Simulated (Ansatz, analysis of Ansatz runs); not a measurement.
# Can an added electron hop between Mn atoms in RbMnF4 (P2_1/c)?, part 2 of 2

Aim: the energy barrier that a trapped electron meets when it moves from one Mn atom to another one nearby in RbMnF4 (P2_1/c). The model is a cell of 48 host atoms.

Ansatz 0.2.0; plane-wave PAW DFT, PBEsol+U; relaxation of all atoms of a supercell at fixed charge in a uniform background; PAW set soft_1.

So far. Step 2 (The cell without the carrier): The largest displacement from an ideal site is 0.011 Å. Step 3 (The electron on the first site): The largest changes of the moments are 0.82 μB on Mn10, 0.02 μB on Mn12 and 0.02 μB on Mn11. The largest part sits on the chosen site.

**4. The electron on the second site**

The same start is made on the second site, to get the end of the hop.

File B.relax/input.yaml:

```yaml
crystal:
  lattice:
    - [-0.12217936, 7.8352551, 7.86705983]
    - [5.88726042, -2.87e-06, 7.85871589]
    - [6.00943135, 7.83525143, -0.00834327]
  atoms:
    - { symbol: Rb, position: [0.020788, 0.233556, 0.279213] }
    - { symbol: Rb, position: [0.520377, 0.734043, 0.779218] }
[... 7 atom lines left out ...]
    - { symbol: Mn, position: [0.500461, 0.49983, 0.499485], spin: 4.0 }
    - { symbol: Mn, position: [0.250324, 0.249829, 0.749752], spin: 5.0 }
[... 6 atom lines left out ...]
    - { symbol: F, position: [0.582347, 0.369794, 0.34593] }
    - { symbol: F, position: [0.4043, 0.155024, 0.539572] }
[... 6 atom lines left out ...]
    - { symbol: F, position: [0.666587, 0.33143, 0.560316] }
[... 6 atom lines left out ...]
    - { symbol: F, position: [0.336753, 0.409747, 0.679711] }
[... 14 atom lines left out ...]
    - { symbol: F, position: [0.947929, 0.109248, 0.605336] }
total_charge: -1
basis:
  ecutwfc: 420
  xc_grid: 2
hamiltonian:
  xc: pbesol
  hubbard:
    sites: [{ species: Mn, l: d, u_eff: 4.5 }]
    projectors: ortho-atomic
  pseudopotentials: { kind: paw, azcp: { folder: soft_1 }, xc_functional: pbe }
kpoints:
  mp_grid: { grid: [1, 1, 1] }
magnetization:
  spin_polarized: true
  initial_magnetization: 1
  spin_locking: { lock_magnetization: hard }
scf:
  occupations: { method: fermi_dirac, width: 0.01 }
  max_iter: 120
  lower_state_search: "off"
output:
  forces: true
relax:
  f_tol: 0.015
  max_steps: 70
  escape_saddle: false
checkpoint:
  write: "../B.relax.run"
  compress: false
  write_wavefunctions: true
  write_every: 100000
```

Command:

```sh
> ansatz run input.yaml --threads 4 --pin off --max-ram 9420MiB --backend cpu --events-out ev --progress --plain --runs-dir out
```

Numbers of over 12 decimals in the logs are rounded to 6 here.

Log:

```text
[...]
Crystal: 48 atoms, lattice volume = 740.832 Å³
Basis set: ecut = 420 eV, 14505 PW (Γ), exchange–correlation on 150×144×144 points (8 copies of the dense FFT grid, shifted against one another)
Bands: 257, of which v1, the nominal top of the filled ones, is band 209 counted from 1 (208 counted from 0)
Symmetry: 1 space group operations
[...]
k-points: 1
[...]
Starting moments: Σ|m| = 33 μB on 8 of 48 sites
[...]
SCF iter   1: F=—  HF=-82410.079986 eV  |F-HF|=—  |Δ(HF+E_count)|=         —  Δρ=2.21e-1 (↑2.02e-1 ↓2.21e-1)  dr2=1.14e3  dr2_m=4.01e1  M=1.000 μB ∫|m|=24.101 μB  β_m=0.30  ethr=3.10e-3  ⟨swp⟩=6.0  Hψ=1896  notcnv=0
[...]
F+E_penalty+E_count = -82317.24297642 eV   max|allowed force component| = 1.275e-2 eV/Å
  atoms:
    - { symbol: Rb, position: [0.020780, 0.232812, 0.277490] }
    - { symbol: Rb, position: [0.507300, 0.746494, 0.787497] }
    [... 7 atoms left out ...]
    - { symbol: Mn, position: [0.499297, 0.505518, 0.499625] }
    - { symbol: Mn, position: [0.250306, 0.249969, 0.749688] }
    [... 6 atoms left out ...]
    - { symbol: F, position: [0.580732, 0.375356, 0.346503] }
    - { symbol: F, position: [0.407176, 0.150550, 0.534561] }
    [... 6 atoms left out ...]
    - { symbol: F, position: [0.666158, 0.327413, 0.564824] }
    - { symbol: F, position: [0.047582, 0.437948, 0.673154] }
    [... 1 atom left out ...]
    - { symbol: F, position: [0.344221, 0.688164, 0.421651] }
    [... 1 atom left out ...]
    - { symbol: F, position: [0.453033, 0.061990, 0.826221] }
    [... 1 atom left out ...]
    - { symbol: F, position: [0.322708, 0.435495, 0.671403] }
    [... 11 atoms left out ...]
    - { symbol: F, position: [0.424972, 0.637161, 0.647422] }
    [... 3 atoms left out ...]
[key lines of the parts left out:]
SCF converged after 2 iterations
Magnetization: 1.0000 μB (209.0000 up, 208.0000 down)
Free energy (F): -82317.242976 eV
Fermi energy:    5.079086 (↑ 5.079504, ↓ 4.141724) eV
```

It took 60 s on 4 threads of INTEL XEON PLATINUM 8581C at 2.30GHz (Emerald Rapids), shared host; peak memory 1.5 GiB.

Distances from Mn11 without and with the electron:

```tsv
atom	without (Å)	with (Å)
F23	1.83	2.00
F19	1.83	2.00
F33	1.89	2.12
F37	1.89	2.12
F31	2.24	2.29
F27	2.24	2.29
```

The largest changes of the moments are 0.81 μB on Mn11, 0.04 μB on F37 and 0.04 μB on F33. The largest part sits on the chosen site.

**5. Points on the line between the two structures**

All atoms move on the straight line between the two relaxed structures, 5.09 amu^1/2 Å long in mass-weighted terms. Each point starts from the state of the point before, once from either end, so that both localised states can be followed; the midpoint is also started with the carrier shared.

File A.x0500/input.yaml:

```yaml
crystal:
  lattice:
    - [-0.12217936, 7.8352551, 7.86705983]
    - [5.88726042, -2.87e-06, 7.85871589]
    - [6.00943135, 7.83525143, -0.00834327]
  atoms:
    - { symbol: Rb, position: [0.017518, 0.233995, 0.282287] }
    - { symbol: Rb, position: [0.515493, 0.737652, 0.783004] }
[... 7 atom lines left out ...]
    - { symbol: Mn, position: [0.499812, 0.502751, 0.499643], spin: 5.0 }
    - { symbol: Mn, position: [0.249684, 0.249379, 0.750193], spin: 4.0 }
[... 6 atom lines left out ...]
    - { symbol: F, position: [0.588085, 0.365209, 0.338864] }
    - { symbol: F, position: [0.399742, 0.155652, 0.543466] }
[... 6 atom lines left out ...]
    - { symbol: F, position: [0.678313, 0.318224, 0.564711] }
[... 6 atom lines left out ...]
    - { symbol: F, position: [0.326578, 0.416653, 0.678397] }
[... 14 atom lines left out ...]
    - { symbol: F, position: [0.953904, 0.104635, 0.60896] }
total_charge: -1
basis:
  ecutwfc: 420
  xc_grid: 2
hamiltonian:
  xc: pbesol
  hubbard:
    sites: [{ species: Mn, l: d, u_eff: 4.5 }]
    projectors: ortho-atomic
  pseudopotentials: { kind: paw, azcp: { folder: soft_1 }, xc_functional: pbe }
kpoints:
  mp_grid: { grid: [1, 1, 1] }
magnetization:
  spin_polarized: true
  initial_magnetization: 1
  spin_locking: { lock_magnetization: hard }
scf:
  occupations: { method: fermi_dirac, width: 0.01 }
  max_iter: 120
  lower_state_search: "off"
output:
  forces: true
  eigenvalues: true
  eigenstates: { localisation: true }
  write_density: true
  write_potential: true
  volumetric_format: npy
checkpoint:
  read: "../A.x0375.run"
  write: "../A.x0500.run"
  compress: false
  write_wavefunctions: true
  write_every: 100000
```

Log:

```text
[...]
Warning: checkpoint.read: the run can stay near the saved state's solution: 48 site(s) moved relative to the saved geometry (max |Δs| = 4.710e-3 fractional); [...]
[...]
Crystal: 48 atoms, lattice volume = 740.832 Å³
Basis set: ecut = 420 eV, 14505 PW (Γ), exchange–correlation on 150×144×144 points (8 copies of the dense FFT grid, shifted against one another)
Bands: 257, of which v1, the nominal top of the filled ones, is band 209 counted from 1 (208 counted from 0)
Symmetry: 1 space group operations
[...]
k-points: 1
[...]
Starting moments: Σ|m| = 33 μB on 8 of 48 sites; this step starts from the density that it was given
[...]
SCF iter  15: F=-82317.191532 eV  HF=-82317.191532 eV  |F-HF|=2.51e-8  |Δ(HF+E_count)|=  1.46e-11  Δρ=1.67e-6 (↑1.67e-6 ↓2.79e-7)  dr2=3.12e-8  dr2_m=4.44e-9  M=1.000 μB ∫|m|=34.138 μB  ethr=2.02e-11  ⟨swp⟩=6.0  Hψ=2707  notcnv=0
SCF 1 converged in 15 iterations: F = -82317.191532 eV  dr2 = 3.12e-8
[...]
SCF converged after 15 iterations
Stability checked in part: among states of this total moment the steps that led to this state did not find it unstable. No probe was made; neither looks for a lower state of another moment (fixed_total_moment; see scf.lower_state_search)
an eigenvalue changed by more than its tolerance at an iteration that met the thresholds in force, so the SCF went on 1 time: the last check found none over its tolerance
Magnetization: 1.0000 μB (209.0000 up, 208.0000 down)
Absolute magnetization: 34.2127 μB (∫|ρ↑−ρ↓|, with the PAW one-centre terms)
[...]
Per-site moments (μB) at R_I (Å): [(-0.000710439, 1.137290), (-0.00100216, 1.109714), (0.00073533, 1.148996), [... 45 left out ...]
Free energy (F): -82317.191532 eV
[...]
Internal energy: -82317.191530 eV  (E = F + TS)
E sigma→0 (E₀):  -82317.191531 eV
Entropy (-TS):   -0.000001 eV (-0.000 meV/atom)
Fermi energy:    4.973082 (↑ 4.973082, ↓ 4.238593) eV
[...]
--- Forces (eV/Å), atoms counted from 1 ---
  atom   1  Rb     0.00783457     0.00163887    -0.01436975
  atom   2  Rb    -0.00039720     0.00775857    -0.00365297
  [... 7 atoms left out ...]
  atom  10  Mn     0.10401014     0.04694053    -0.07734151
  atom  11  Mn     0.07304120     0.01387575     0.01374831
  [... 6 atoms left out ...]
  atom  18  F      0.07131794     0.03290117    -0.00179251
  atom  19  F      0.12962592     0.02671912    -0.01754869
  [... 6 atoms left out ...]
  atom  26  F     -0.04776043     0.25285604     0.01327629
  atom  27  F      0.00222952     0.03457203    -0.00405540
  [... 1 atom left out ...]
  atom  29  F      0.04573088    -0.25554162     0.00988629
  [... 1 atom left out ...]
  atom  31  F      0.00401829    -0.02789300     0.00744503
  [... 1 atom left out ...]
  atom  33  F     -0.18650724    -0.01371989    -0.02509572
  [... 11 atoms left out ...]
  atom  45  F     -0.10314056    -0.03582971    -0.05735081
  [... 3 atoms left out ...]
  max |Σ_I F_I| component: 6.46e-6 eV/Å
--- Band table (eV) ---
[...]
Occupation matrices written to <dir>
```

The job ended after 11 s (4 threads; peak memory 1.5 GiB).

From eigenstates.tsv, first k-point; energies on the run's zero. The participation number counts the atoms that a state is spread over, of 48; bands count from 0.

```tsv
spin	band	energy (eV)	occupation	participation	largest share on	share
down	202	2.084	1.00	8.5	F22	0.21
down	203	2.195	1.00	6.9	F48	0.19
down	204	2.288	1.00	14.6	Mn15	0.10
down	205	2.673	1.00	8.3	Mn16	0.22
down	206	2.974	1.00	8.0	Mn14	0.23
down	207	3.067	1.00	11.5	Mn13	0.19
down	208	5.410	0.00	6.2	Mn15	0.27
down	209	5.572	0.00	4.8	Mn16	0.31
down	210	5.638	0.00	4.7	Mn14	0.33
down	211	5.728	0.00	6.5	Mn13	0.28
down	212	7.816	0.00	1.5	Mn12	0.82
up	203	2.579	1.00	5.7	F18	0.25
up	204	2.631	1.00	3.8	Mn10	0.31
up	205	2.692	1.00	9.8	Mn11	0.25
up	206	2.964	1.00	6.9	Mn9	0.27
up	207	3.260	1.00	4.4	Mn10	0.43
up	208	4.851	1.00	5.8	Mn10	0.30
up	209	5.095	0.00	5.9	Mn11	0.28
up	210	5.552	0.00	4.9	Mn9	0.38
up	211	5.699	0.00	5.0	Mn12	0.36
up	212	7.697	0.00	2.5	Mn15	0.57
up	213	7.703	0.00	2.4	Mn16	0.57
```

Under PBEsol+U (4.5 eV) at the zone centre alone, the highest filled state is spin up, spread over 6 of 48 atoms, and the lowest empty one, 0.24 eV above it, is spin up, spread over 6 of 48 atoms.

Spin density in the ab plane at fractional z = 0.625, through the centre, with atoms of F within 0.45 Å of it.

Ten even steps from '0' (-0.13 e/Å³) to '9' (0.12 e/Å³), each cell a mean:
```
5555555555555555555555555555555
5555555555555555555555555555555
5555555555555555555555555555555
5555555555555555555555555555555
5555555555555555555555555555555
5555555555555555555555555655555
5555555555555555555555544544455
5555555555555655555555544334455
5555555555543145555555555555555
5555555555555224555555555444444
5555555555567655555555555443234
5554555555568986555555545543113
5764455555446898655555544454212
4675455555644677655555454224432
4455455555565556555554444433444
4455455676555555555444433454444
5555555788755555555544421234555
5555555688865555555544430024455
5555555566665555555555542124455
5555555555545555555555544345655
4555555555444555555555554445983
4455555555555555555555555555542
4455555555555555555555555555433
5555555555555555555555555555544
```
Columns run along a (11.1 Å), rows up along b (9.8 Å). Atoms in or near the plane, at fractional coordinates: F at (0.05, 0.44), F at (0.33, 0.42), F at (0.81, 0.42), F at (0.85, 0.70), F at (0.42, 0.64), F at (0.95, 0.10).

Electrostatic potential energy in the ab plane at fractional z = 0.625, through the centre, with atoms of F within 0.45 Å of it. With pseudopotentials it is smooth inside the atoms' cores, unlike the true potential.

Ten even steps from '0' (-27 eV) to '9' (10 eV), each cell a mean:
```
9999875347899999999888899999999
9999986446799999999998999999999
8899998766789999999999999999888
6789999888899999999999999999876
1368999999999999988999999999874
1037899999999999988899984489985
5236899999985799998899982017997
8667899999950049999999997104999
9888899999981006999999999745899
9999999999997204999999999988899
9999999999988778999999999988788
7579999999988778999999998888777
5004999996358777899999983148777
7300699996005888899999994004887
8853699999513899999889998301898
9999999888988999998337888866999
9999999877899999999513787789999
9999999877789999999965787678999
9999999987788999999999988778899
9999999998658999999999999885359
9999999999856999999999999994003
4999988999998999998889999997100
3999877889999999998888999999720
8999865578999999998878899999998
```
Columns run along a (11.1 Å; values clipped at the 3rd and 97th percentile), rows up along b (9.8 Å). Atoms in or near the plane, at fractional coordinates: F at (0.05, 0.44), F at (0.33, 0.42), F at (0.81, 0.42), F at (0.85, 0.70), F at (0.42, 0.64), F at (0.95, 0.10).

Valence density in the ab plane at fractional z = 0.625, through the centre, with atoms of F within 0.45 Å of it. It is the smooth field of the valence electrons, not physical close to the nuclei.

Ten steps, logarithmic in the rise over the least value, from '_' (0 e/Å³) to '@' (10 e/Å³), each cell a mean:
```
....____..--==++==--..________________........______________..
__________::--==++==::..__________________....____________....
::..________::--==--::..________________________________..::::
==--::________..::::::..________....__________....______..--==
++++==::__________......________......______..::--::..__..--++
++++++--..________..::::::..____........____::==****==::..::==
==++++==::________..::==++++--..__........__..==**%%##++::..--
::--==--::..________::++%%%%**--..__......____::++##%%**--....
__..::::..__________..==##@@%%++::______________::==**++--..__
....________________..::++####**--..____________....------::..
--::..__________........::--====::..________..........::::::::
++++++--..____..::----::::::::::....________..--====::::::::--
++##%%**--..__..--++**++--::::::....________..==**##**--::::--
==**%%%%++::__..::++####++--::....::::::..__..--**%%%%**--::::
::--++**++--......--**##**==::....::======::....==**%%##==::..
__..::----::........--====--::....::==****++::..::--++++==::__
______..........::::::::::::..____..--**##**==::::::::::::..__
______________..::----::..__________..--++++==--::::::::..____
______________..::--==--::..__________..::----::::::------::__
..______________..--++++==::______________........::--++**++--
--..____________..::==++++--..____________________..--**%%@@##
**::..__......____..::--==--::____........__________..==%%@@@@
**--....::::--::..____..::::..______..::::..__________::==##%%
==--....::--====--..________________..::::::..__________..--==
```
Columns run along a (11.1 Å), rows up along b (9.8 Å). Atoms in or near the plane, at fractional coordinates: F at (0.05, 0.44), F at (0.33, 0.42), F at (0.81, 0.42), F at (0.85, 0.70), F at (0.42, 0.64), F at (0.95, 0.10).

Free energies from the first end:

```tsv
started from	fraction	energy (eV)	moment change on Mn10 (μB)	on Mn11 (μB)
first site	0	0.000	0.82	0.02
first site	0.125	0.027	0.76	0.10
first site	0.25	0.082	0.68	0.22
first site	0.375	0.133	0.58	0.34
first site	0.5	0.166	0.47	0.45
first site	0.625	0.177	0.36	0.56
second site	0.875	0.136	0.10	0.75
second site	0.75	0.166	0.23	0.66
second site	0.625	0.177	0.36	0.56
second site	0.5	0.166	0.47	0.45
second site	0.375	0.133	0.58	0.34
shared	0.5	0.166	0.47	0.45
second site	1	0.114	0.01	0.81
```

**6. What came out**

```
barrier forward                               : 0.18 eV
barrier backward                              : 0.06 eV
distance of the two sites without the carrier : 3.94 Å
carrier at the midpoint                       : shared
```

**Reading.** On this line the electron must cross 0.18 eV to hop 3.94 Å; the second site lies 0.11 eV higher, and the way back costs 0.06 eV. At the midpoint the lowest state found shares the carrier between both sites, and no finished start kept it on one. That fits an adiabatic hop but does not prove it, since self-interaction left by this U favours sharing too. With an assumed attempt frequency of 1e13 per second the rate at 300 K would be 1e+10 per second for this barrier, if every crossing succeeded. A straight line need not be the lowest path, so the true barrier at this U can be lower, or higher if the ends can still break their symmetry; the top can also fall between the computed points, which would raise it. No run compares the localised electron with one spread in the band, so its binding is unknown and the barrier may exceed it. The magnetic order was assumed and need not be the ground state. The total moment is locked, so a carrier of the other spin direction was not tried. The program's search for lower electronic states was switched off in all runs, so that each state is followed; none is shown to be the lowest at its structure. No image-charge correction is applied; it nearly cancels along the line while the charge stays localised. Keep in mind: sampling at the zone centre alone can move energies of charged and open-shell states by tenths of an eV or more in cells of this size; gap and trapping depend on the U chosen (Mn d 4.5 eV).

[Logs are printed without paths, hosts, clocks, repeated set-up lines and the standing remarks that a program may print on its own settings, such as how far it seeks lower states.]

[Hosts, paths, dates, database ids (printed as entryN), source tags and the programs' standing remarks are cut or masked in the printed files.]
